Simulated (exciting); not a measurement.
Consider Al2O3, space group P-6m2.

```
Al O
1.0
     2.88432    0.00000    0.00000
    -1.44216    2.49790    0.00000
     0.00000    0.00000    9.33675
Al O
2 3
Direct
  0.00000 0.00000 0.85001
  0.00000 0.00000 0.14999
  0.33333 0.66667 0.77768
  0.66667 0.33333 0.00000
  0.33333 0.66667 0.22232
```

Absorber: atom 1, with 3 O at 1.80 Å and 3 O at 2.18 Å (distorted octahedral, site symmetry 3m). Method: exciting, all-electron LAPW+lo, LDA, exchange and screened direct term (singlet BSE), 6×6×1 shifted k points, 25 conduction bands, |G+q| up to 3 bohr⁻¹, full RPA screening with nempty = 50, Lorentzian half width 0.45 eV.

Question: What does the Al K spectrum look like, and is there a bound core exciton?

Bound core exciton? Yes on this mesh: the first bright state (over 5 % of the brightest) lies at -2.13 eV from the Kohn–Sham onset and at -2.46 eV from the lowest bare transition of its own mesh. Maxima (height): -2.1 eV (0.24), 0.5 eV (0.71), 1.7 eV (1.00), 5.1 eV (0.76), 6.7 eV (0.51), 11.8 eV (0.19) and 14.6 eV (0.17).

Energy from the Kohn–Sham onset, core level to the lowest empty state found on the meshes used; Im ε in relative units:

```
E (eV)  Im ε
  -4.5  0.02
  -4.0  0.03
  -3.5  0.04
  -3.0  0.07
  -2.5  0.16
  -2.0  0.23
  -1.5  0.14
  -1.0  0.15
  -0.5  0.23
   0.0  0.43
   0.5  0.71
   1.0  0.73
   1.5  0.97
   2.0  0.90
   2.5  0.58
   3.0  0.41
   3.5  0.41
   4.0  0.48
   4.5  0.54
   5.0  0.73
   5.5  0.62
   6.0  0.44
   6.5  0.49
   7.0  0.49
   7.5  0.37
   8.0  0.30
   8.5  0.24
   9.0  0.18
   9.5  0.17
  10.0  0.16
  10.5  0.15
  11.0  0.16
  11.5  0.18
  12.0  0.18
  12.5  0.16
  13.0  0.13
  13.5  0.12
  14.0  0.14
  14.5  0.17
  15.0  0.17
  15.5  0.15
  16.0  0.12
  16.5  0.11
  17.0  0.11
  17.5  0.12
  18.0  0.12
  18.5  0.12
  19.0  0.12
```

A mesh of 36 points doesn't converge binding energies, and fine structure above the first lines is partly noise of the mesh. The kernel cutoff is low for a compact core orbital, so the effect of exchange is a lower bound. The zero comes from the unshifted 6×6×2 ground-state mesh; it is exact only where the band minimum lies on that mesh. The Kohn–Sham onset, 1501 eV, is no photon energy (tabulated edge of the element: 1559 eV): the scale needs a rigid shift. Bands and screening come from semilocal DFT, whose small gap overscreens. Vibrations and energy-dependent lifetimes are left out. The structure is a Materials Project entry, computed there, and may be a hypothetical form.

[Banner, clock and machine lines of the logs are left out without a mark of their own.]

[Logs are printed without paths, hosts, clocks, repeated set-up lines and the standing remarks that a program may print on its own settings, such as how far it seeks lower states.]

[Hosts, paths, dates, database ids (printed as entryN), source tags and the programs' standing remarks are cut or masked in the printed files.]
